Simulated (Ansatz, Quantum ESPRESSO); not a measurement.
# Lattice dynamics of CsH (Pm-3m) in two programs, part 2 of 2

Wanted: phonon bands, density of states and zone-centre response of CsH (Pm-3m).

Quantum ESPRESSO 7.5; DFT LDA, scalar-relativistic, plane waves, PseudoDojo norm-conserving pseudopotentials.

So far. Step 9 (Zone-centre analysis): The rule moves no optical mode by more than 0.1 cm⁻¹. Step 12 (The LO-TO splitting (1 0 0)): The field moves one mode, from 416 to 710 cm⁻¹; the others stay. The relaxed cell has a = 3.637 Å (conventional setting).

## 13. The dispersion under another sum rule (asr all)

The sum rule corrects the force constants themselves, so it can shift branches at any wavevector, low ones most.

Contents of matdyn.in:

```
&input
   asr = 'all'
   flfrc = 'x.fc'
   flfrq = 'x.freq'
   flvec = 'x.modes'
   q_in_band_form = .true.
   q_in_cryst_coord = .true.
/
8
  0.0000000   0.0000000   0.0000000   8  ! GAMMA
  0.0000000   0.5000000   0.0000000   8  ! X
  0.5000000   0.5000000   0.0000000   8  ! M
  0.0000000   0.0000000   0.0000000   8  ! GAMMA
  0.5000000   0.5000000   0.5000000   8  ! R
  0.0000000   0.5000000   0.0000000   1  ! X
  0.5000000   0.5000000   0.5000000   8  ! R
  0.5000000   0.5000000   0.0000000   1  ! M
```

Command:

```
$ matdyn.x -in matdyn.in > matdyn.out
```

It took 0.49 s on 1 thread of Arm Neoverse V2, shared host.

At the labelled points the branches move by no more than 0.1 cm⁻¹. The log warns that this rule wants the long-range part of the force constants stored apart (write_lr, read_lr) in a polar crystal, which was not done.

## 14. A changed mass

Force constants don't depend on the masses, so an isotope effect costs no new response.

Contents of matdyn.in:

```
&input
   asr = 'crystal'
   flfrc = 'x.fc'
   flfrq = 'x.freq'
   flvec = 'x.modes'
   q_in_band_form = .true.
   q_in_cryst_coord = .true.
   amass(1) = 132.905
   amass(2) = 2.016
/
8
  0.0000000   0.0000000   0.0000000   8  ! GAMMA
  0.0000000   0.5000000   0.0000000   8  ! X
  0.5000000   0.5000000   0.0000000   8  ! M
  0.0000000   0.0000000   0.0000000   8  ! GAMMA
  0.5000000   0.5000000   0.5000000   8  ! R
  0.0000000   0.5000000   0.0000000   1  ! X
  0.5000000   0.5000000   0.5000000   8  ! R
  0.5000000   0.5000000   0.0000000   1  ! M
```

Command:

```
$ matdyn.x -in matdyn.in > matdyn.out
```

Elapsed: 0.49 s, on 1 thread.

Matdyn.x, sum rule crystal. The phonon branches at the labelled points (cm⁻¹):

```tsv
point	branch 1	branch 2	branch 3	branch 4	branch 5	branch 6
Γ	0	0	0	295	295	504
halfway	25	25	68	325	325	508
X	32	32	97	352	352	511
halfway	30	66	91	321	356	433
M	28	86	86	286	348	348
halfway	28	64	70	323	352	464
Γ	0	0	0	295	295	504
halfway	62	62	69	345	345	436
R	80	80	80	405	405	405
halfway	62	64	87	338	368	404
X	32	32	97	352	352	511
jump to R	80	80	80	405	405	405
halfway	60	83	83	352	377	377
M	28	86	86	286	348	348
```

The top of the path falls from 723 to 511 cm⁻¹, a ratio of 0.71; a mode of that atom alone would give 0.71.

## 15. Cross-check with Ansatz

A second program on the same cell, potentials, cutoff and meshes tests the implementation of the phonon response, not its convergence. Its field response is summed in its own way. Its k mesh is centred on Γ.

This step: DFT LDA, scalar-relativistic, plane waves, PseudoDojo norm-conserving pseudopotentials (Ansatz 0.2.0).

Contents of input.yaml:

```yaml
crystal:
  lattice:
    - [3.6365548541, 0.0, 0.0]
    - [0.0, 3.6365548541, 0.0]
    - [0.0, 0.0, 3.6365548541]
  atoms:
    - { symbol: Cs, position: [0.0, 0.0, 0.0] }
    - { symbol: H, position: [0.5, 0.5, 0.5] }
kpoints:
  mp_grid: { grid: [6, 6, 6] }
hamiltonian:
  xc: lda
  pseudopotentials: { kind: nc, accuracy: standard }
scf:
  occupations: { method: fixed }
output:
  eigenvalues: true
basis:
  ecutwfc: 1006.821
phonons:
  method: dfpt
  dielectric: true
  rigid_motions: translations
  qmesh: [2, 2, 2]
  temperatures: { t_max: 1000, t_step: 50 }
  qpath:
    path:
      - [[0.0, 0.0, 0.0], [0.0, 0.5, 0.0], [0.5, 0.5, 0.0], [0.0, 0.0, 0.0], [0.5, 0.5, 0.5], [0.0, 0.5, 0.0]]
      - [[0.5, 0.5, 0.5], [0.5, 0.5, 0.0]]
    npoints: 12
```

Command:

```
$ ansatz run input.yaml --threads 2 --pin off --max-ram 4096MiB --backend cpu --events-out ev --progress --plain --runs-dir out
```

Run time: 44 s. Hardware: 2 threads; peak memory 0.54 GiB.

Read from the output:

| Quantity | Value |
| --- | --- |
| sum-rule residual before enforcement | 2.51e-5 eV/Å² |
| miss of the charge sum rule | 7.59e-4 e |
| estimated error of the dielectric tensor | 0.01626 |
| estimated error of the Born charges | 0.009905 e |
| mean frequency | 294.9 cm⁻¹ |
| Debye temperature (second moment) | 706 K |
| logarithmic mean frequency | 172.9 cm⁻¹ |
| mean high-frequency dielectric constant | 4.204 |
| largest Born charge in size (third of the trace) | 1.162 e |
| mean static dielectric constant | 12.19 |
| highest mode moved by the LO-TO term | 707.9 cm⁻¹ |
| lowest mode on the q mesh (acoustic ones at the zone centre apart) | 28.16 cm⁻¹ |
| zero-point energy per atom | 54.84 meV |
| heat capacity at 300 K | 19.88 J/(mol atoms K) |

Transverse modes. Infrared lines, with heights relative to the strongest:

```tsv
position (cm⁻¹)	label	IR intensity ((D/Å)²/amu), degenerate modes summed, relative
416	T1u	100
```

The log warns that the force constants on this k mesh are to be taken as unconverged.

## 16. Side by side: QE PseudoDojo and Ansatz, PseudoDojo

Worked out from the results:

```
root-mean-square difference             : 0.01 cm⁻¹
largest difference                      : 0.02 cm⁻¹
root-mean-square difference on the path : 0.4 cm⁻¹
largest difference on the path          : 2.1 cm⁻¹
```

The two runs side by side. Further quantities:

```tsv
quantity	QE PseudoDojo	Ansatz, PseudoDojo
mean ε∞	4.252	4.204
largest Born charge in size (e; the first before, the second after the charge sum rule)	1.176	1.162
```

The interpolated bands of the two lie on top of each other.

At the solved wavevectors the largest difference (acoustic modes at Γ apart) is 0.003 % of the highest mode.

## 17. Summary of results

| Quantity | Value |
| --- | --- |
| space group after relaxation | Pm-3m |
| volume per atom | 24.0 Å³ |
| gap on the k-mesh | 2.42 eV |
| highest optical zone-centre mode (no LO-TO term) | 415.6 cm⁻¹ |
| highest mode moved by the LO-TO term | 710.0 cm⁻¹ |
| mean high-frequency dielectric constant | 4.25 |
| largest Born charge in size (third of the trace) | 1.18 e |
| mean static dielectric constant | 12.4 |
| q mesh | 2×2×2 |
| lowest mode on the q mesh (acoustic ones at the zone centre apart) | 28.1 cm⁻¹ |
| zero-point energy per atom | 55.0 meV |
| heat capacity at 300 K | 19.9 J/(mol atoms K) |
| vibrational entropy at 300 K | 32.5 J/(mol atoms K) |
| imaginary modes on the q mesh | none |
| largest difference from Ansatz, PseudoDojo | 0.02 cm⁻¹ |

CsH (Pm-3m) is dynamically stable on the 2×2×2 mesh; its spectrum reaches 723 cm⁻¹. At the LDA level the optical modes of CsH (Pm-3m) at the zone centre (no LO-TO term) lie at 416 cm⁻¹. Along the directions run, the highest mode that the macroscopic field moves lies at 710 cm⁻¹. Lattice motion raises the mean dielectric constant from 4.252 to 12.40. The Lyddane-Sachs-Teller relation holds: (ωLO/ωTO)² is 2.92 and ε₀/ε∞ is 2.92. QE PseudoDojo and Ansatz, PseudoDojo agree to 0.02 cm⁻¹ (0.003 % of the highest mode compared) on all solved modes but the acoustic ones at Γ, without the LO-TO term. The highest LO mode, which hangs on the field response, is 710 against 708 cm⁻¹. These are harmonic frequencies at zero temperature: anharmonic shifts and linewidths and thermal expansion are left out. Spin-orbit coupling is left out, which can matter for the heavy elements here. Ansatz's log warns that force constants on this k mesh are to be taken as unconverged, an error that the frequencies of both programs share. The q mesh stands for a supercell only 7.3 Å across, so branches between the solved wavevectors are rough. The structure comes from a database and need not be the phase that is stable at ambient conditions.

[Host names and launcher messages were left out of these logs when they were recorded.]

[Logs are printed without paths, hosts, clocks, repeated set-up lines and the standing remarks that a program may print on its own settings, such as how far it seeks lower states.]

[Hosts, paths, dates, database ids (printed as entryN), source tags and the programs' standing remarks are cut or masked in the printed files.]
